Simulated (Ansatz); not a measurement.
# Cd3Cu, from a guessed structure to a relaxed one, part 2 of 2

Starting from a made-up structure for Cd3Cu, the aim is the relaxed cell, its shortest contacts and, where a second run follows, its electronic structure.

Ansatz 0.2.0; DFT, PBE, plane-wave PAW, default files, scalar-relativistic, ferromagnetic start, cell and ions relaxed at zero pressure (the session's first sound run).

So far: The structure; Relaxation of the guess.

## Step 2: Relaxation of the guess (continued)

The shortest distance of each pair, which need not be the same contact before and after:

| pair | guess (Å) | relaxed (Å) |
| --- | --- | --- |
| Cd–Cu | 2.997 | 3.013 |
| Cd–Cd | 2.997 | 3.013 |
| Cu–Cu | 4.238 | 4.262 |

The relaxation ends with a pressure of -0.02 GPa. No moment survives the cycle: this start ends non-magnetic.

## Step 3: Bands of the relaxed cell

With the geometry fixed, one more self-consistent run, with a narrower smearing and the mesh shown in its input, gives the bands, and its pressure, and its forces where symmetry allows any, show how far the geometry depends on these settings.

This step: DFT, PBE, plane-wave PAW, default files, scalar-relativistic, no spin, bands and density of states at the relaxed cell (Ansatz 0.2.0).

The input, input.yaml:

```yaml
crystal:
  lattice:
    - [4.2616042453, 0.0, 0.0]
    - [0.0, 4.2616042453, 0.0]
    - [0.0, 0.0, 4.2616042453]
  atoms:
    - { symbol: Cd, position: [0.5, 0.5, 0.0] }
    - { symbol: Cd, position: [0.5, 0.0, 0.5] }
    - { symbol: Cd, position: [0.0, 0.5, 0.5] }
    - { symbol: Cu, position: [0.0, 0.0, 0.0] }
kpoints:
  mp_grid: { grid: [8, 8, 8] }
  band_path:
    path:
      - [[0.0, 0.0, 0.0], [0.0, 0.5, 0.0], [0.5, 0.5, 0.0], [0.0, 0.0, 0.0], [0.5, 0.5, 0.5], [0.0, 0.5, 0.0]]
      - [[0.5, 0.5, 0.0], [0.5, 0.5, 0.5]]
    npoints: 13
scf:
  occupations: { method: fermi_dirac, width: 0.03 }
  n_extra_bands: 8
hamiltonian:
  xc: pbe
  pseudopotentials: { kind: paw }
output:
  forces: true
  stress: true
  write_bands: true
  dos: { projected: true }
  write_density: true
  write_potential: true
  elf: true
  volumetric_format: npy
```

The run is started by

```sh
ansatz run input.yaml --threads 4 --pin off --max-ram 8192MiB --backend cpu --events-out ev --progress --plain --runs-dir out
```

Numbers of over 12 decimals in the logs are rounded to 6 here.

The log of the run:

```text
[...]
Crystal: 4 atoms, lattice volume = 77.396 Å³
Basis set: ecut = 420 eV, 1503 PW (Γ), exchange–correlation on 60×60×60 points (8 copies of the dense FFT grid, shifted against one another)
Bands: 48, of which v1, the nominal top of the filled ones, is band 40 counted from 1 (39 counted from 0)
Symmetry: 48 space group operations
[...]
k-points: 35 of 512
[...]
SCF iter   1: F=—  HF=-31388.170803 eV  |F-HF|=—  |Δ(HF+E_count)|=         —  Δρ=1.19e-3  dr2=8.12e-4  ethr=1.77e-3  ⟨swp⟩=6.3  Hψ=5793  notcnv=0
[...]
SCF iter   7: F=-31388.171606 eV  HF=-31388.171606 eV  |F-HF|=7.45e-9  |Δ(HF+E_count)|=   2.37e-8  Δρ=4.55e-6  dr2=1.81e-8  ethr=9.28e-11  ⟨swp⟩=6.5  Hψ=8304  notcnv=0
SCF 1 converged in 7 iterations: F = -31388.171606 eV  dr2 = 1.81e-8
[...]
NSCF: frozen V_eff on 80 k-points
SCF converged after 7 iterations
Free energy (F): -31388.171606 eV
[...]
Internal energy: -31388.167609 eV  (E = F + TS)
E sigma→0 (E₀):  -31388.169607 eV
Entropy (-TS):   -0.003997 eV (-0.999 meV/atom)
Fermi energy:    14.846235 eV
[...]
--- Stress (GPa, compression-positive) ---
       -0.579190       0.000000      -0.000000
        0.000000      -0.579190       0.000000
       -0.000000       0.000000      -0.579190
  P = ⅓ Tr σ = -0.5792 GPa (-5.792 kbar)
--- Band table (eV; the first three rows and the last of 35) ---
  k-point 0: bands = [... 36 lower, 12.2281, 14.3192, 14.3192, 14.3192, 17.1979, 17.1979, 17.3093, 22.3077, ... 4 higher]
  k-point 1: bands = [... 36 lower, 12.2262, 13.2655, 14.5829, 14.5829, 17.2549, 17.3295, 18.6150, 21.7333, ... 4 higher]
  k-point 2: bands = [... 36 lower, 12.2218, 12.3401, 15.2883, 15.2883, 17.4280, 17.5057, 20.4280, 20.4280, ... 4 higher]
  k-point 34: bands = [... 36 lower, 12.2504, 12.8016, 12.8016, 12.8016, 14.4556, 14.4556, 14.4556, 14.8180, ... 4 higher]
```

Run time: 3.4 s. Hardware: 4 threads of Arm Neoverse V2, shared host; peak memory 0.48 GiB; 12 s of CPU time.

This step gave:

```yaml
free_energy: -31388.1716 eV
energy_at_zero_smearing: -31388.1696 eV
smearing_term_ts: 0.003997 eV
fermi_energy: 14.85 eV
pressure: -0.5792 GPa
```

bands.tsv at the labelled points (eV, zero at the Fermi level; the bands that come nearest the Fermi level along the path):

```
point  band 37  band 38  band 39  band 40  band 41  band 42  band 43  band 44
    Γ    -2.62    -0.53    -0.53    -0.53     2.35     2.35     2.46     7.46
    X    -2.64    -2.63     2.54     2.54     2.88     2.88     3.04     3.13
    M    -2.84    -2.65    -2.32    -2.12     5.25     5.36     5.36     5.38
    Γ    -2.62    -0.53    -0.53    -0.53     2.35     2.35     2.46     7.46
    R    -2.60    -2.04    -2.04    -2.04    -0.39    -0.39    -0.39    -0.03
    X    -2.64    -2.63     2.54     2.54     2.88     2.88     3.04     3.13
    M    -2.84    -2.65    -2.32    -2.12     5.25     5.36     5.36     5.38
    R    -2.60    -2.04    -2.04    -2.04    -0.39    -0.39    -0.39    -0.03
```

ELF in the ac plane at fractional y = 0.000, with atoms of Cd and Cu within 0.2 Å of it. It is the smooth field of the valence electrons, not physical close to the nuclei.

Values, 14 rows by 14 columns, each cell a mean:
```
0.71 0.46 0.21 0.16 0.18 0.20 0.19 0.18 0.19 0.20 0.17 0.17 0.28 0.56
0.33 0.25 0.17 0.17 0.20 0.21 0.20 0.19 0.20 0.21 0.19 0.16 0.20 0.28
0.17 0.16 0.16 0.20 0.21 0.19 0.18 0.18 0.18 0.20 0.21 0.18 0.16 0.17
0.16 0.17 0.20 0.21 0.19 0.20 0.25 0.26 0.23 0.19 0.20 0.21 0.19 0.17
0.19 0.20 0.21 0.19 0.21 0.32 0.42 0.45 0.40 0.27 0.19 0.20 0.21 0.20
0.19 0.20 0.20 0.19 0.28 0.47 0.63 0.71 0.58 0.40 0.23 0.18 0.20 0.19
0.18 0.19 0.19 0.19 0.32 0.55 0.78 0.88 0.71 0.45 0.26 0.18 0.19 0.18
0.18 0.19 0.19 0.19 0.30 0.50 0.70 0.78 0.63 0.42 0.25 0.18 0.20 0.19
0.19 0.20 0.21 0.19 0.23 0.38 0.50 0.55 0.47 0.32 0.20 0.19 0.21 0.20
0.17 0.19 0.21 0.21 0.19 0.23 0.30 0.32 0.28 0.21 0.19 0.21 0.20 0.18
0.16 0.16 0.17 0.21 0.21 0.19 0.19 0.19 0.19 0.19 0.21 0.20 0.17 0.16
0.23 0.20 0.16 0.17 0.21 0.21 0.19 0.19 0.20 0.21 0.20 0.16 0.17 0.21
0.58 0.38 0.20 0.16 0.19 0.20 0.19 0.19 0.20 0.20 0.17 0.16 0.25 0.46
0.87 0.58 0.23 0.16 0.17 0.19 0.18 0.18 0.19 0.19 0.16 0.17 0.33 0.71
```
Columns run along a (4.3 Å), rows up along c (4.3 Å). Atoms in or near the plane, at fractional coordinates: Cd at (0.50, 0.50), Cu at (0.00, 0.00).

Electrostatic potential energy in the ac plane at fractional y = 0.000, with atoms of Cd and Cu within 0.2 Å of it. With pseudopotentials it is smooth inside the atoms' cores, unlike the true potential.

Ten even steps from '0' (-37 eV) to '9' (18 eV), each cell a mean:
```
00489999999720
13699999999852
67899999999987
99999877789999
99998655568999
99986543457999
99986432357999
99986433457999
99997544568999
99998766689999
88999988899998
35799999999864
01589999999730
00389999999610
```
Columns run along a (4.3 Å; values clipped at the 3rd and 97th percentile), rows up along c (4.3 Å). Atoms in or near the plane, at fractional coordinates: Cd at (0.50, 0.50), Cu at (0.00, 0.00).

Valence density in the ac plane at fractional y = 0.000, with atoms of Cd and Cu within 0.2 Å of it. It is the smooth field of the valence electrons, not physical close to the nuclei.

Ten steps, logarithmic in the rise over the least value, from '_' (0 e/Å³) to '@' (55 e/Å³), each cell a mean:
```
%%##--________________..==##
++==..__________________::==
....______________________..
__________........__________
________..::====--..________
________::==**##**--..______
________::++##%%##==..______
________::++####**==..______
________..--++++==::..______
__________..::::::..________
..__________________________
--::..__________________..--
%%**::________________..==##
@@%%--..______________..++%%
```
Columns run along a (4.3 Å), rows up along c (4.3 Å). Atoms in or near the plane, at fractional coordinates: Cd at (0.50, 0.50), Cu at (0.00, 0.00).

## Step 4: Summary of results

```yaml
space_group_relaxed: Pm-3m
conventional_cell: a = 4.262, b = 4.262, c = 4.262 Å; α = 90.0°, β = 90.0°, γ = 90.0°
volume_per_atom: 19.35 Å³ (guess 19.03)
total_moment: 0.00 μB in the cell of 4 atoms
```

Cd3Cu relaxes to Pm-3m with a = 4.262, b = 4.262 and c = 4.262 Å. The guessed volume was 2 % too small. The space group Pm-3m was held in the relaxation, so the end point is a stationary structure within it and may be a saddle against distortions or other arrangements. The moments died out from this one start and weren't seeded again at the relaxed cell. Bands cross the Fermi level, so it is a metal or semimetal at this level. The electron count is odd, which forces that without spin polarisation or a larger cell. On the 8×8×8 mesh with the narrower smearing (relaxed on 6×6×6) the forces vanish, as symmetry may demand, and the largest stress component is 0.579 GPa, against the relaxation's thresholds of 0.015 eV/Å and 0.05 GPa. The cutoff wasn't tested. No dispersion term is used, so weakly bound directions may come out too long. Nothing here tests whether the compound is stable against decomposition.

[Logs are printed without paths, hosts, clocks, repeated set-up lines and the standing remarks that a program may print on its own settings, such as how far it seeks lower states.]

[Hosts, paths, dates, database ids (printed as entryN), source tags and the programs' standing remarks are cut or masked in the printed files.]
